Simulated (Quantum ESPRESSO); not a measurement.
# CrPbO3: parallel and opposed starts

Wanted: the moments of CrPbO3 and the energy of each order that was tried.

Calculated with Quantum ESPRESSO 7.5; LDA; plane waves with GBRV 1.5 LDA potentials, no spin-orbit coupling.

The experiments to compare with:

For PbCrO3, cubic perovskite (earlier literature sample), “Unraveling structural, electronic, and magnetic ambiguities in Pb1-deltaCrO3 with an insulating charge-transfer band structure” (2024, arxiv:2410.11649) quotes earlier work: moment (ordered Cr moment from earlier neutron diffraction) 2.2 μB [literature value quoted from earlier neutron diffraction; measurement temperature not …].

Most raw output is cut from this account.

### 1. Starting point

It takes space group Pm-3m (No. 221, cubic). The conventional cell has a = 4.011 Å, b = 4.011 Å, c = 4.011 Å, α = 90.00°, β = 90.00°, γ = 90.00°. Nearest to Cr lie 6 O at 2.01 Å. Nearest to Pb lie 12 O at 2.84 Å. O has 2 Cr at 2.01 Å nearest. Farther neighbours and most contacts between anions are not listed.

The cell comes from Materials Project 2023-11-01, a database of computed structures, and need not be the stable phase.

### 2. Run 1 (ferro +)

The signs are those of the starting moments on the seeded atoms, the atoms that are given a moment.

pw.in

```
&CONTROL
  calculation = 'scf'
  prefix = 'pwscf'
  outdir = './tmp'
  pseudo_dir = './pseudo'
  disk_io = 'nowf'
/
&SYSTEM
  ibrav = 0
  celldm(1) = 8
  nat = 5
  ntyp = 3
  ecutwfc = 40
  ecutrho = 280
  nbnd = 34
  occupations = 'smearing'
  smearing = 'fd'
  degauss = 0.00367493
  nspin = 2
  starting_magnetization(1) = 0.2143
  starting_magnetization(2) = 0
  starting_magnetization(3) = 0
/
&ELECTRONS
  conv_thr = 1d-08
  electron_maxstep = 150
  mixing_beta = 0.3
/
ATOMIC_SPECIES
Cr     51.9961 cr_lda_v1.5.uspp.F.UPF
Pb    207.2000 pb_lda_v1.uspp.F.UPF
O      15.9990 o_lda_v1.2.uspp.F.UPF
CELL_PARAMETERS alat
   0.9475086788874    0.0000000000000    0.0000000000000
   0.0000000000000    0.9475086788874    0.0000000000000
   0.0000000000000    0.0000000000000    0.9475086788874
ATOMIC_POSITIONS crystal
Cr      0.0000000000    0.0000000000    0.0000000000
Pb      0.5000000000    0.5000000000    0.5000000000
O       0.0000000000    0.0000000000    0.5000000000
O       0.0000000000    0.5000000000    0.0000000000
O       0.5000000000    0.0000000000    0.0000000000
K_POINTS automatic
6 6 6 0 0 0
```

On the command line:

```bash
OMP_NUM_THREADS=1 mpirun -n 4 pw.x -nk 4 -in pw.in > pw.out
```

Elapsed: 11 s, on 4 MPI ranks of Intel Xeon Platinum 8488C (Sapphire Rapids), shared host; peak memory 0.45 GiB; 44 s of CPU time.

Spin moment in the atom's sphere by atom:

```
atom  spin moment in the atom's sphere (μB)
 Cr1                                   1.76
 Pb2                                   0.00
  O3                                  -0.03
  O4                                  -0.03
  O5                                  -0.03
```

Read from the output:

```
smearing term TS       : 0.03082 eV
magnetization          : 2 μB
absolute magnetization : 2.236 μB
final state            : ferromagnetic
```

Spin density in the ac plane at fractional y = 0.000, with atoms of Cr and O within 0.2 Å of it.

Ten even steps from '_' (-0.1 e/Å³) to '@' (2.4 e/Å³), each cell a mean:
```
@@==..__________________--%%
::::..__________________::--
__..________________________
____________________________
____________________________
____________________________
____________________________
____________________________
____________________________
____________________________
____________________________
....____________________....
====..________________..::==
@@==..__________________::@@
```
Columns run along a (4.0 Å), rows up along c (4.0 Å). Atoms in or near the plane, at fractional coordinates: Cr at (0.00, 0.00), O at (0.00, 0.50), O at (0.50, 0.00).

Valence density in the ac plane at fractional y = 0.000, with atoms of Cr and O within 0.2 Å of it. It is the smooth field of the valence electrons, not physical close to the nuclei.

Ten even steps from '0' (0 e/Å³) to '9' (13 e/Å³), each cell a mean:
```
87100244200059
52000122100015
00000000000000
00000000000000
10000000000000
31000000000012
53000000000024
42000000000024
21000000000012
00000000000000
00000000000000
10000000000001
84000123100027
68100245310058
```
Columns run along a (4.0 Å), rows up along c (4.0 Å). Atoms in or near the plane, at fractional coordinates: Cr at (0.00, 0.00), O at (0.00, 0.50), O at (0.50, 0.00).

### 3. Run 2 (antiferro q=(0,0,1/2) +−)

This order needs a doubled cell of 10 atoms. The wavevector q is in fractions of the reciprocal vectors of the crystal's primitive cell, as the cells of these inputs are built from it; moments change sign between cells as cos(2π q·R).

pw.in

```
&CONTROL
  calculation = 'scf'
  prefix = 'pwscf'
  outdir = './tmp'
  pseudo_dir = './pseudo'
  disk_io = 'nowf'
/
&SYSTEM
  ibrav = 0
  celldm(1) = 8
  nat = 10
  ntyp = 4
  ecutwfc = 40
  ecutrho = 280
  nbnd = 60
  occupations = 'smearing'
  smearing = 'fd'
  degauss = 0.00367493
  nspin = 2
  starting_magnetization(1) = 0.2143
  starting_magnetization(2) = -0.2143
  starting_magnetization(3) = 0
  starting_magnetization(4) = 0
/
&ELECTRONS
  conv_thr = 2d-08
  electron_maxstep = 150
  mixing_beta = 0.3
/
ATOMIC_SPECIES
Cr1    51.9961 cr_lda_v1.5.uspp.F.UPF
Cr2    51.9961 cr_lda_v1.5.uspp.F.UPF
Pb    207.2000 pb_lda_v1.uspp.F.UPF
O      15.9990 o_lda_v1.2.uspp.F.UPF
CELL_PARAMETERS alat
   0.9475086788874    0.0000000000000    0.0000000000000
   0.0000000000000    0.9475086788874    0.0000000000000
   0.0000000000000    0.0000000000000    1.8950173577747
ATOMIC_POSITIONS crystal
Cr1     0.0000000000    0.0000000000    0.0000000000
Cr2     0.0000000000    0.0000000000    0.5000000000
Pb      0.5000000000    0.5000000000    0.2500000000
Pb      0.5000000000    0.5000000000    0.7500000000
O       0.0000000000    0.0000000000    0.2500000000
O       0.0000000000    0.0000000000    0.7500000000
O       0.0000000000    0.5000000000    0.0000000000
O       0.0000000000    0.5000000000    0.5000000000
O       0.5000000000    0.0000000000    0.0000000000
O       0.5000000000    0.0000000000    0.5000000000
K_POINTS automatic
6 6 3 0 0 0
```

Wall time 51 s (4 MPI ranks); peak memory 0.84 GiB.

Spin moment in the atom's sphere by atom:

```
atom  spin moment in the atom's sphere (μB)
 Cr1                                   1.64
 Cr2                                  -1.64
 Pb3                                   0.00
 Pb4                                   0.00
  O5                                   0.00
  O6                                   0.00
  O7                                  -0.04
  O8                                   0.04
  O9                                  -0.04
 O10                                   0.04
```

Read from the output:

| Property | Result |
| --- | --- |
| smearing term TS | 0.05356 eV |
| magnetization | 0 μB |
| absolute magnetization | 4.151 μB |
| final state | antiferromagnetic |

Spin density in the ac plane at fractional y = 0.000, with atoms of Cr and O within 0.2 Å of it.

Ten even steps from '0' (-2.2 e/Å³) to '9' (2.2 e/Å³), each cell a mean:
```
97555444445569
55555545455555
55555555555555
55555555555555
44555555555554
44555555555554
55555555555555
55555555555555
44555555555544
44445555554444
33445555554433
02445555555430
02445555554430
44445555554444
44445555555444
55555555555555
55555555555555
55555555555555
44555555555544
55555555555555
55555555555555
55555555555555
66555444455566
97555444445569
```
Columns run along a (4.0 Å), rows up along c (8.0 Å). Atoms in or near the plane, at fractional coordinates: Cr at (0.00, 0.00), Cr at (0.00, 0.50), O at (0.00, 0.25), O at (0.00, 0.75), O at (0.50, 0.00), O at (0.50, 0.50).

Valence density in the ac plane at fractional y = 0.000, with atoms of Cr and O within 0.2 Å of it. It is the smooth field of the valence electrons, not physical close to the nuclei.

Ten even steps from '_' (0 e/Å³) to '@' (13 e/Å³), each cell a mean:
```
@@##..____::====::______==@@
--::________......______..--
____________________________
____________________________
::..____________________..::
++--____________________::==
==::____________________::==
....______________________..
____________________________
____________________________
**--______..::::..______::++
##%%..____::==++--..____++@@
@@##..____::====::______==@@
--..________......______..--
____________________________
____________________________
::..____________________..::
++--____________________::==
==::____________________::==
....______________________..
____________________________
____________________________
**--______..::::..______::++
##%%..____::==++--..____++@@
```
Columns run along a (4.0 Å), rows up along c (8.0 Å). Atoms in or near the plane, at fractional coordinates: Cr at (0.00, 0.00), Cr at (0.00, 0.50), O at (0.00, 0.25), O at (0.00, 0.75), O at (0.50, 0.00), O at (0.50, 0.50).

### 4. Run 3 (antiferro q=(1/2,1/2,1/2) +−)

The cell is doubled to 10 atoms to hold this order.

pw.in

```
&CONTROL
  calculation = 'scf'
  prefix = 'pwscf'
  outdir = './tmp'
  pseudo_dir = './pseudo'
  disk_io = 'nowf'
/
&SYSTEM
  ibrav = 0
  celldm(1) = 8
  nat = 10
  ntyp = 4
  ecutwfc = 40
  ecutrho = 280
  nbnd = 60
  occupations = 'smearing'
  smearing = 'fd'
  degauss = 0.00367493
  nspin = 2
  starting_magnetization(1) = 0.2143
  starting_magnetization(2) = -0.2143
  starting_magnetization(3) = 0
  starting_magnetization(4) = 0
/
&ELECTRONS
  conv_thr = 2d-08
  electron_maxstep = 150
  mixing_beta = 0.3
/
ATOMIC_SPECIES
Cr1    51.9961 cr_lda_v1.5.uspp.F.UPF
Cr2    51.9961 cr_lda_v1.5.uspp.F.UPF
Pb    207.2000 pb_lda_v1.uspp.F.UPF
O      15.9990 o_lda_v1.2.uspp.F.UPF
CELL_PARAMETERS alat
   1.8950173577747    0.0000000000000    0.0000000000000
   0.9475086788874    0.9475086788874    0.0000000000000
   0.9475086788874    0.0000000000000    0.9475086788874
ATOMIC_POSITIONS crystal
Cr1     0.0000000000    0.0000000000    0.0000000000
Cr2     0.5000000000    0.0000000000    0.0000000000
Pb      0.7500000000    0.5000000000    0.5000000000
Pb      0.2500000000    0.5000000000    0.5000000000
O       0.7500000000    0.0000000000    0.5000000000
O       0.2500000000    0.0000000000    0.5000000000
O       0.7500000000    0.5000000000    0.0000000000
O       0.2500000000    0.5000000000    0.0000000000
O       0.2500000000    0.0000000000    0.0000000000
O       0.7500000000    0.0000000000    0.0000000000
K_POINTS automatic
3 6 6 0 0 0
```

It took 41 s on 4 MPI ranks; peak memory 0.81 GiB.

Spin moment in the atom's sphere by atom:

```
atom  spin moment in the atom's sphere (μB)
 Cr1                                   1.57
 Cr2                                  -1.57
 Pb3                                   0.00
 Pb4                                   0.00
  O5                                   0.00
  O6                                   0.00
  O7                                   0.00
  O8                                   0.00
  O9                                   0.00
 O10                                   0.00
```

Numbers from this step:

```
smearing term TS       : 0.06839 eV
magnetization          : 0 μB
absolute magnetization : 3.923 μB
final state            : antiferromagnetic
```

### 5. Run 4, typed as no spin polarisation

pw.in

```
&CONTROL
  calculation = 'scf'
  prefix = 'pwscf'
  outdir = './tmp'
  pseudo_dir = './pseudo'
  disk_io = 'nowf'
/
&SYSTEM
  ibrav = 0
  celldm(1) = 8
  nat = 5
  ntyp = 3
  ecutwfc = 40
  ecutrho = 280
  nbnd = 32
  occupations = 'smearing'
  smearing = 'fd'
  degauss = 0.00367493
/
&ELECTRONS
  conv_thr = 1d-08
  electron_maxstep = 150
  mixing_beta = 0.3
/
ATOMIC_SPECIES
Cr     51.9961 cr_lda_v1.5.uspp.F.UPF
Pb    207.2000 pb_lda_v1.uspp.F.UPF
O      15.9990 o_lda_v1.2.uspp.F.UPF
CELL_PARAMETERS alat
   0.9475086788874    0.0000000000000    0.0000000000000
   0.0000000000000    0.9475086788874    0.0000000000000
   0.0000000000000    0.0000000000000    0.9475086788874
ATOMIC_POSITIONS crystal
Cr      0.0000000000    0.0000000000    0.0000000000
Pb      0.5000000000    0.5000000000    0.5000000000
O       0.0000000000    0.0000000000    0.5000000000
O       0.0000000000    0.5000000000    0.0000000000
O       0.5000000000    0.0000000000    0.0000000000
K_POINTS automatic
6 6 6 0 0 0
```

The job ended after 6 s (4 MPI ranks; peak memory 0.4 GiB; 23 s of CPU time).

This step gave:

| Property | Result |
| --- | --- |
| smearing term TS | 0.05127 eV |
| final state | non-magnetic (no spin polarisation) |

### 6. Energies of the orders

An order is kept where moments of 0.15 μB or more survive with the typed signs; meshes match where a doubled cell samples the same k points as the first cell.

Orders:

```
                       start        final state  typed order kept  energy over the lowest (meV a seeded atom)  largest site moment (μB)  net moment (μB a cell of the first run)  mesh matched  CPU time (s)
                     ferro +      ferromagnetic               yes                                       31.74                     1.762                                        2           yes          43.8
    antiferro q=(0,0,1/2) +-  antiferromagnetic               yes                                       5.809                     1.641                                        0           yes         202.8
antiferro q=(1/2,1/2,1/2) +-  antiferromagnetic               yes                                           0                      1.57                                        0           yes         164.8
        no spin polarisation       non-magnetic                 -                                         299                         0                                        0           yes         23.25
```

### 7. Couplings from the energies

E = −Σ J e·e over ordered pairs of unit vectors, so each pair counts twice. As many shells are taken as there are differences of energy, so the couplings are solved for and no residual tests the model; further shells are folded in, and shells whose pairs keep their relative signs in all orders cancel and are not probed. Couplings from the energies:

```
 pair  distance (Å)  neighbours an atom  J (meV)
Cr-Cr         4.011                   6   -2.645
Cr-Cr         5.673                  12  -0.9596
```

### 8. Summary of results

| Property | Result |
| --- | --- |
| lowest state found | antiferromagnetic (from antiferro q=(1/2,1/2,1/2) +-) |
| largest site moment | 1.57 μB |
| next state with moments | antiferromagnetic, 5.81 meV a seeded atom higher |
| state without moments | 299 meV a seeded atom higher |
| J of the weightiest shell (Cr-Cr, 4.01 Å; E = −Σ J e·e, ordered pairs) | -2.65 meV |

In words: Forming the moments gains more than four times the spread of the orders, as local moments do. The largest moment changes by 11 % between the kept orders, a modest change. Only these 4 starts were compared; other wavevectors, canted and longer-period orders were not. A computed site moment is spin alone and hangs on the region that is counted: the program's spheres do not touch and miss the tail of the moment. Measured moments hold any orbital part as well, and belong to the order of the sample, which need not be the order of this run. No Hubbard term acts here. In such compounds local and semilocal functionals without one often delocalise the d electrons, and can shrink or lose moments and miss the size, sign and order of the couplings. The smearing term is large for its width, so states at the Fermi level are partly filled: at this level the cell is a metal or has a gap of a few widths at most.

Calculation against experiment:

| quantity | measured | in the sphere |
| --- | --- | --- |
| moment (Cr) (μB) | 2.2 | 1.57 (-28.6 %) |

Measured values from arxiv:2410.11649 (2024).

**Verdict.** The moment is off by -28.6 %. No cell relaxation is part of this session.

[Logs and program files are shortened in this print: banners, set-up blocks, solver, clock and traceback lines can be left out without a mark of their own.]

[Logs are printed without paths, hosts, clocks, repeated set-up lines and the standing remarks that a program may print on its own settings, such as how far it seeks lower states.]

[Hosts, paths, dates, database ids (printed as entryN), source tags and the programs' standing remarks are cut or masked in the printed files.]

[Where a cell is said to come from a database of computed structures, the database is the Materials Project.]
